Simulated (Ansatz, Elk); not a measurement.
**Bonding as seen by X-rays: Cs2NiCl4**

The structure of Cs2NiCl4 used here is made up (a known structure type with other elements) and was relaxed beforehand with PBE. The aim is the Fourier transform of its all-electron density, F(hkl), set beside the sum over free spherical atoms that refinements use.

Calculated with Elk 11.2.3 (patched build); DFT, PBE, all-electron APW+lo, Dirac cores, scalar-relativistic bands, static density, ferromagnetic start.

The structure was built from a prototype and need not be the compound's stable phase.

**1. The starting structure**

The structure is tetragonal, space group I4/mmm (No. 139). Conventional cell: a = 5.093 Å, b = 5.093 Å, c = 16.840 Å, α = 90.00°, β = 90.00°, γ = 90.00°. Cs has 9 Cl at 3.50 to 3.64 Å nearest. Ni has 6 Cl at 2.38 to 2.55 Å nearest. Cl has 2 Ni at 2.55 Å and 4 Cs at 3.50 Å nearest. Cl has 1 Ni at 2.38 Å and 5 Cs at 3.60 to 3.64 Å nearest. Farther neighbours and most contacts between anions are not listed.

**2. Ground state and structure factors**

An all-electron density is needed, since X-rays see the cores too. Task 0 finds the density and task 195 Fourier-transforms it; tshift is off so that phases refer to the origin typed.

elk.in reads:

```
tasks
  0
  195
  196

xctype
  20

spinpol
  .true.

rgkmax
  7.0

gmaxvr
  14.0

lmaxo
  7

lmaxapw
  8

swidth
  0.002

tshift
  .false.

ramdisk
  .false.

hmaxvr
  5.5

maxscl
  120

epspot
  1e-06

reducebf
  0.8

sppath
  './'

avec
  -4.81179872656 4.81179872656 15.91182730250
  4.81179872656 -4.81179872656 15.91182730250
  4.81179872656 4.81179872656 -15.91182730250

atoms
  3
  'Cs.in'
  2
  0.3574011628 0.3574011628 0.0000000000   0.000000 0.000000 0.000000
  0.6425988372 0.6425988372 0.0000000000   0.000000 0.000000 0.000000
  'Ni.in'
  1
  0.0000000000 0.0000000000 -0.0000000000   0.000000 0.000000 -0.075000
  'Cl.in'
  4
  0.0000000000 0.5000000000 0.5000000000   0.000000 0.000000 0.000000
  0.5000000000 0.0000000000 0.5000000000   0.000000 0.000000 0.000000
  0.1411445252 0.1411445252 0.0000000000   0.000000 0.000000 0.000000
  0.8588554748 0.8588554748 0.0000000000   0.000000 0.000000 0.000000

ngridk
  5 5 5
```

Run with:

```
$ OMP_NUM_THREADS=4 elk
```

Numbers of over 12 decimals in the logs are rounded to 6 here.

The program printed:

```text
┌─────────────────────────┐
│ Elk code version 11.2.3 │
└─────────────────────────┘

All units are atomic (Hartree, Bohr, etc.)

┌─────────────────────────────────────────────────┐
│ Ground-state run starting from atomic densities │
└─────────────────────────────────────────────────┘

Lattice vectors :
  -4.811798727       4.811798727       15.91182730
   4.811798727      -4.811798727       15.91182730
   4.811798727       4.811798727      -15.91182730

Reciprocal lattice vectors :
 -0.2761187876E-16  0.6528936126      0.1974375786
  0.6528936126     -0.2761187876E-16  0.1974375786
  0.6528936126      0.6528936126     -0.6964660270E-17

Unit cell volume      :    1473.652054
Brillouin zone volume :   0.1683234606

Muffin-tin inner radius fraction :   0.1000000000E-01

Nuclei treated as point charges

Species : 1 (Cs)
 parameters loaded from : Cs.in
 name : caesium
 nuclear charge    :   -55.00000000
 electronic charge :    55.00000000
 atomic mass :    242271.8146
 muffin-tin radius :    2.800000000
 number of radial points in muffin-tin :   1393
 inner part over the whole radius :   0.9975634425E-02
 number on inner part of muffin-tin    :    996
 approximate nuclear radius :   0.9115647269E-04
 number of mesh points to nuclear radius :    503
 atomic positions (lattice), magnetic fields (Cartesian) :
  1 :   0.35740116  0.35740116  0.00000000    0.00000000  0.00000000  0.00000000
  2 :  -0.35740116 -0.35740116  0.00000000    0.00000000  0.00000000  0.00000000

Species : 2 (Ni)
 parameters loaded from : Ni.in
 name : nickel
 nuclear charge    :   -28.00000000
 electronic charge :    28.00000000
 atomic mass :    106991.5231
 muffin-tin radius :    2.317426758
 number of radial points in muffin-tin :    993
 inner part over the whole radius :   0.9890263853E-02
 number on inner part of muffin-tin    :    700
 approximate nuclear radius :   0.7325707712E-04
 number of mesh points to nuclear radius :    335
 atomic positions (lattice), magnetic fields (Cartesian) :
  1 :   0.00000000  0.00000000  0.00000000    0.00000000  0.00000000 -0.07500000

Species : 3 (Cl)
 parameters loaded from : Cl.in
 name : chlorine
 nuclear charge    :   -17.00000000
 electronic charge :    17.00000000
 atomic mass :    64626.86550
 muffin-tin radius :    2.124307861
 number of radial points in muffin-tin :    793
 inner part over the whole radius :   0.9904589631E-02
 number on inner part of muffin-tin    :    554
 approximate nuclear radius :   0.6305718926E-04
 number of mesh points to nuclear radius :    253
 atomic positions (lattice), magnetic fields (Cartesian) :
  1 :   0.00000000  0.50000000  0.50000000    0.00000000  0.00000000  0.00000000
  2 :   0.50000000  0.00000000  0.50000000    0.00000000  0.00000000  0.00000000
  3 :   0.14114453  0.14114453  0.00000000    0.00000000  0.00000000  0.00000000
  4 :  -0.14114453 -0.14114453  0.00000000    0.00000000  0.00000000  0.00000000

Total number of atoms per unit cell :    7
Total muffin-tin volume :    396.6574167
 ratio of muffin-tin to unit cell volume :   0.2691662633

Spin treatment :
 spin-polarised
 global magnetic field (Cartesian) :    0.000000000       0.000000000       0.000000000
 collinear magnetisation in z-direction

Number of Bravais lattice symmetries :   16
Number of crystal symmetries         :   16
Crystal has inversion symmetry
Real symmetric eigensolver will be used

k-point grid :      5     5     5
k-point offset :    0.000000000       0.000000000       0.000000000
k-point set is reduced with full crystal symmetry group
Total number of k-points :       18

Muffin-tin radius times maximum |G+k| :    7.000000000
 using average radius
Maximum |G+k| for APW functions       :    2.985136784
Maximum (1/2)|G+k|²                   :    4.455520810
Maximum |G| for potential and density :    14.00000000
Constant for pseudocharge density :   10
 order of it for each species :   17  17  17
 order of it for pair densities of each species (exact exchange by exxq0 0: 18) :   14   9   7
[...]
[... loops 3 to 19 left out ...]

┌──────────────────┐
│ Loop number : 20 │
└──────────────────┘

Energies :
 Fermi                       :     0.63660577051293E-01
 sum of occupied eigenvalues :     -11486.159876312
 electron kinetic            :      19991.528731342
 core electron kinetic       :      19279.910603574
 Coulomb                     :     -38377.332488689
 Coulomb potential           :     -30745.795273375
 nuclear-nuclear             :     -1657.9133848527
 electron-nuclear            :     -42717.363075060
 Hartree                     :      5997.9439712235
 Madelung                    :     -23004.434852001
 xc potential                :     -731.81171761508
 xc effective B-field        :    -0.81611658328863E-01
 external B-field            :      0.000000
 exchange                    :     -551.99052675550
 correlation                 :     -9.945429
 electron entropic           :    -0.36777653590162E-03
 total energy                :     -18947.740080974
 (external B-field energy excluded from total)

Density of states at Fermi energy :    21.61938444
 (states/Hartree/unit cell)

Estimated indirect band gap :   0.7755269584E-02
 from k-point 12 to k-point 18
Estimated direct band gap   :   0.1319685533E-01
 at k-point 13

Charges :
 core                        :    124.0000000
 valence                     :    82.00000000
 interstitial                :    11.51564005
 muffin-tins (core leakage)
  species : 1 (Cs)
[...]
species : 2 (Ni)
[...]
species : 3 (Cl)
[...]
total in muffin-tins        :    194.4843599
 total calculated charge     :    205.9985858
 total charge                :    206.0000000
 error                       :   0.1414182866E-02

Moments :
 interstitial                :   0.9479239450E-01
 muffin-tins
  species : 1 (Cs)
[...]
species : 2 (Ni)
[...]
species : 3 (Cl)
[...]
total in muffin-tins        :    1.857944627
 total moment                :    1.952737021

RMS change in Kohn-Sham potential (target) :   0.5286847676E-06 (  0.1000000000E-05)
Absolute change in total energy (target)   :   0.1154443089E-04 (  0.1000000000E-03)

Convergence targets achieved

┌──────────────────┐
│ Loop number : 21 │
└──────────────────┘

Energies :
 Fermi                       :     0.63661245590847E-01
 sum of occupied eigenvalues :     -11486.159828846
 electron kinetic            :      19991.528747647
 core electron kinetic       :      19279.910608049
 Coulomb                     :     -38377.332487814
 Coulomb potential           :     -30745.795221170
 nuclear-nuclear             :     -1657.9133848527
 electron-nuclear            :     -42717.363127436
 Hartree                     :      5997.9440244746
 Madelung                    :     -23004.434877229
 xc potential                :     -731.81174328506
 xc effective B-field        :    -0.81608600497816E-01
 external B-field            :      0.000000
 exchange                    :     -551.99052610192
 correlation                 :     -9.945429
 electron entropic           :    -0.36794942842857E-03
 total energy                :     -18947.740063483
 (external B-field energy excluded from total)

Density of states at Fermi energy :    21.63194131
 (states/Hartree/unit cell)

Estimated indirect band gap :   0.7752346330E-02
 from k-point 12 to k-point 18
Estimated direct band gap   :   0.1319386333E-01
 at k-point 13

Charges :
 core                        :    124.0000000
 valence                     :    82.00000000
 interstitial                :    11.51563786
 muffin-tins (core leakage)
  species : 1 (Cs)
[...]
species : 2 (Ni)
[...]
species : 3 (Cl)
[...]
atom 2                    :    15.44489454     (  0.2679611026E-04)
   atom 3                    :    15.44856482     (  0.2679904754E-04)
   atom 4                    :    15.44856482     (  0.2679904754E-04)
 total in muffin-tins        :    194.4843621
 total calculated charge     :    205.9985858
 total charge                :    206.0000000
 error                       :   0.1414184515E-02

Moments :
 interstitial                :   0.9479141726E-01
 muffin-tins
  species : 1 (Cs)
[...]
species : 2 (Ni)
[...]
species : 3 (Cl)
[...]
atom 2                    :   0.1002604393
   atom 3                    :   0.6100260865E-01
   atom 4                    :   0.6100260865E-01
 total in muffin-tins        :    1.857914663
 total moment                :    1.952706081

┌──────────────────────────────┐
│ Self-consistent loop stopped │
└──────────────────────────────┘

Warning : core states of species 2 leak from the muffin-tin :   0.4103938275E-03

Wrote STATE.OUT
```

Wall time 8.7 min (4 threads of Arm Neoverse V1, shared host); peak memory 0.89 GiB; 27 min of CPU time.

SFACRHO.OUT:

```text

h k l indices transformed by vhmat matrix:
   1.000000000       0.000000000       0.000000000    
   0.000000000       1.000000000       0.000000000    
   0.000000000       0.000000000       1.000000000    

      h      k      l  multipl.   |H|            Re(F)            Im(F)           |F|

      0      0      0      1   0.0000000       206.00000     -0.21164398E-15   206.00000    
     -1     -1      1      2  0.39487516       30.108772      -0.0000000       30.108772    
     -1      0      0      8  0.68209359      -18.018482     -0.63909470E-14   18.018482    
      2      2     -2      2  0.78975031      -62.072422     -0.57518523E-14   62.072422    
      1      2     -1      8  0.88153528       86.296961     -0.25563788E-14   86.296961    
      0      0      1      4  0.92333100       120.61178      0.13753862E-13   120.61178    
      0      2     -1      8   1.0042243      -29.842468     -0.12781894E-14   29.842468    
      2      3     -2      8   1.1835582       36.751323      0.63909470E-14   36.751323    
      3      3     -3      2   1.1846255       119.12245     -0.76691364E-14   119.12245    
      2      2     -1      8   1.2150085      -107.13344      0.83082311E-14   107.13344    
     -1      1     -1      4   1.3057872       159.27777      0.12626423E-13   159.27777    
     -2      0      2      8   1.3641872       21.914546     -0.11503705E-13   21.914546    
      1     -2      1     16   1.4732047      -17.264379     -0.29398356E-13   17.264379    
      3      3     -4      8   1.5019579       63.616446      0.25563788E-14   63.616446    
     -1     -3      3      8   1.5260360      -52.981190      0.51127576E-14   52.981190    
     -3     -4      3      8   1.5285183      -40.588492     -0.19172841E-13   40.588492    
      1      2     -3     16   1.5754951       76.167352      0.19172841E-14   76.167352    
      4      4     -4      2   1.5795006       110.20617      0.63909470E-14   110.20617
```

Elk indexes on the primitive cell of elk.in and gives |H| = 4π sin θ/λ in inverse bohr. Below, one row stands for each form hkl of the conventional cell (m members, Friedel mates merged), F is for one primitive cell and the density is static (no thermal factor). Free-atom factors are Waasmaier and Kirfel's, and R is Σm||F|−|F'||/Σm|F|.

| hkl | m | sin θ/λ (Å⁻¹) | abs F, DFT | neutral atoms | diff. | ions | diff. |
| --- | --- | --- | --- | --- | --- | --- | --- |
| 002 | 2 | 0.059 | 30.109 | 29.917 | +0.192 | 29.761 | +0.348 |
| 101 | 8 | 0.103 | 18.018 | 18.145 | -0.126 | 18.499 | -0.480 |
| 004 | 2 | 0.119 | 62.072 | 61.766 | +0.306 | 62.457 | -0.385 |
| 103 | 8 | 0.133 | 86.297 | 86.615 | -0.318 | 85.875 | +0.422 |
| 110 | 4 | 0.139 | 120.612 | 120.486 | +0.126 | 120.238 | +0.374 |
| 112 | 8 | 0.151 | 29.843 | 29.380 | +0.462 | 29.991 | -0.149 |
| 105 | 8 | 0.178 | 36.751 | 36.893 | -0.141 | 36.827 | -0.076 |
| 006 | 2 | 0.178 | 119.123 | 118.647 | +0.476 | 118.758 | +0.365 |
| 114 | 8 | 0.183 | 107.133 | 106.741 | +0.392 | 106.921 | +0.212 |
| 200 | 4 | 0.196 | 159.278 | 158.953 | +0.325 | 159.013 | +0.265 |
| 202 | 8 | 0.205 | 21.915 | 21.769 | +0.145 | 21.809 | +0.105 |
| 211 | 16 | 0.222 | 17.264 | 17.315 | -0.050 | 17.251 | +0.013 |
| 116 | 8 | 0.226 | 63.616 | 63.576 | +0.041 | 63.716 | -0.100 |
| 204 | 8 | 0.230 | 52.981 | 52.937 | +0.044 | 52.822 | +0.160 |
| 107 | 8 | 0.230 | 40.589 | 40.559 | +0.030 | 40.513 | +0.075 |
| 213 | 16 | 0.237 | 76.167 | 76.027 | +0.140 | 76.223 | -0.056 |
| 008 | 2 | 0.237 | 110.206 | 110.334 | -0.128 | 110.311 | -0.105 |
| 215 | 16 | 0.265 | 32.568 | 32.583 | -0.015 | 32.751 | -0.183 |
| 206 | 8 | 0.265 | 101.138 | 101.241 | -0.103 | 101.215 | -0.077 |
| 118 | 8 | 0.275 | 63.014 | 62.992 | +0.022 | 63.159 | -0.145 |
| 220 | 4 | 0.278 | 137.640 | 137.700 | -0.060 | 137.622 | +0.018 |
| 222 | 8 | 0.284 | 18.023 | 18.020 | +0.003 | 18.085 | -0.062 |

The ions are Cs+, Ni2+ and Cl−, by formal charge.

**3. The magnetisation density**

The same run holds the spin density, and task 196 transforms it. The order is that of the start, and no other was tried.

SFACMAG_1.OUT:

```text

h k l indices transformed by vhmat matrix:
   1.000000000       0.000000000       0.000000000    
   0.000000000       1.000000000       0.000000000    
   0.000000000       0.000000000       1.000000000    

      h      k      l  multipl.   |H|            Re(F)            Im(F)           |F|

      0      0      0      1   0.0000000       1.9527062     -0.37022682E-17   1.9527062    
     -1     -1      1      2  0.39487516       1.6869730      0.14978782E-16   1.6869730    
     -1      0      0      8  0.68209359       1.5180717     -0.17475246E-16   1.5180717    
      2      2     -2      2  0.78975031       1.5602700     -0.12482318E-16   1.5602700    
      1      2     -1      8  0.88153528       1.2835778      0.12482318E-17   1.2835778    
      0      0      1      4  0.92333100       1.2961386      0.33956504E-16   1.2961386    
      0      2     -1      8   1.0042243       1.1142228     -0.12482318E-16   1.1142228    
      2      3     -2      8   1.1835582       1.2619946      0.27461101E-16   1.2619946    
      3      3     -3      2   1.1846255       1.4465622     -0.37446955E-16   1.4465622    
      2      2     -1      8   1.2150085       1.0330350      0.29957564E-16   1.0330350    
     -1      1     -1      4   1.3057872       1.3260221      0.60293786E-17   1.3260221    
     -2      0      2      8   1.3641872       1.1813043     -0.74893911E-17   1.1813043    
      1     -2      1     16   1.4732047       1.0653195     -0.19971709E-16   1.0653195    
      3      3     -4      8   1.5019579      0.99990559     -0.49929274E-17  0.99990559    
     -1     -3      3      8   1.5260360       1.0815029      0.33702260E-16   1.0815029    
     -3     -4      3      8   1.5285183       1.1137182     -0.69432896E-17   1.1137182
```

The total moment is 1.95 μB a cell; sphere moments: Cs1 0.00, Cs2 0.00, Ni3 +1.53, Cl4 +0.10, Cl5 +0.10, Cl6 +0.06, Cl7 +0.06 μB. Polarised neutrons measure spin and orbital magnetisation together; without spin-orbit coupling the run gives the spin part:

| hkl | sin θ/λ (Å⁻¹) | abs F_M (μB) |
| --- | --- | --- |
| 002 | 0.059 | 1.687 |
| 101 | 0.103 | 1.518 |
| 004 | 0.119 | 1.560 |
| 103 | 0.133 | 1.284 |
| 110 | 0.139 | 1.296 |
| 112 | 0.151 | 1.114 |
| 105 | 0.178 | 1.262 |
| 006 | 0.178 | 1.447 |
| 114 | 0.183 | 1.033 |
| 200 | 0.196 | 1.326 |
| 202 | 0.205 | 1.181 |
| 211 | 0.222 | 1.065 |
| 116 | 0.226 | 1.000 |
| 204 | 0.230 | 1.081 |

**4. The highest occupied states alone**

An energy window below the Fermi level keeps the highest occupied states, to see at which angles they scatter; shallow core shells can lie inside it and anion s states outside. No new self-consistency is needed.

elk.in, as its differences from that of step 2:

```diff
@@ -1,5 +1,3 @@
 tasks
-  0
   195
-  196
 
@@ -44,2 +42,5 @@
 
+wsfac
+  -0.377330 0.363660
+
 sppath
```

Run with:

```
$ OMP_NUM_THREADS=4 elk
```

The program printed:

```text
┌─────────────────────────────────┐
│ Elk code version 11.2.3 started │
└─────────────────────────────────┘

Info(readinput): the functional depends on the density's gradient
 muffin-tin radial points multiplied by    2.00000
 (not where nrmtscf is given)

┌────────────────────┐
│ Current task : 195 │
└────────────────────┘
Info(checkmt): changed muffin-tin radius of species 2 (Ni) from   2.4000 to   2.3174
Info(checkmt): changed muffin-tin radius of species 3 (Cl) from   2.2000 to   2.1243

Info(sfacrho): density structure factors written to SFACRHO.OUT

 Energy window :  -0.3773300000      0.3636600000

┌──────────────────┐
│ Elk code stopped │
└──────────────────┘
```

The job ended after 37 s (4 threads; peak memory 0.52 GiB).

States within 12 eV below the Fermi level hold 44.01 electrons; any levels below the window count with the cores. Their amplitudes can exceed the total, where window and core parts have opposite phase:

| hkl | sin θ/λ (Å⁻¹) | abs F, window | abs F, all |
| --- | --- | --- | --- |
| 002 | 0.059 | 14.131 | 30.109 |
| 101 | 0.103 | 7.860 | 18.018 |
| 004 | 0.119 | 1.640 | 62.072 |
| 103 | 0.133 | 7.023 | 86.297 |
| 110 | 0.139 | 12.960 | 120.612 |
| 112 | 0.151 | 1.059 | 29.843 |
| 105 | 0.178 | 5.890 | 36.751 |
| 006 | 0.178 | 15.404 | 119.123 |
| 114 | 0.183 | 4.694 | 107.133 |
| 200 | 0.196 | 15.542 | 159.278 |

(Part 1 of 2 ends here.)

[Logs are printed without paths, hosts, clocks, repeated set-up lines and the standing remarks that a program may print on its own settings, such as how far it seeks lower states.]

[Hosts, paths, dates, database ids (printed as entryN), source tags and the programs' standing remarks are cut or masked in the printed files.]
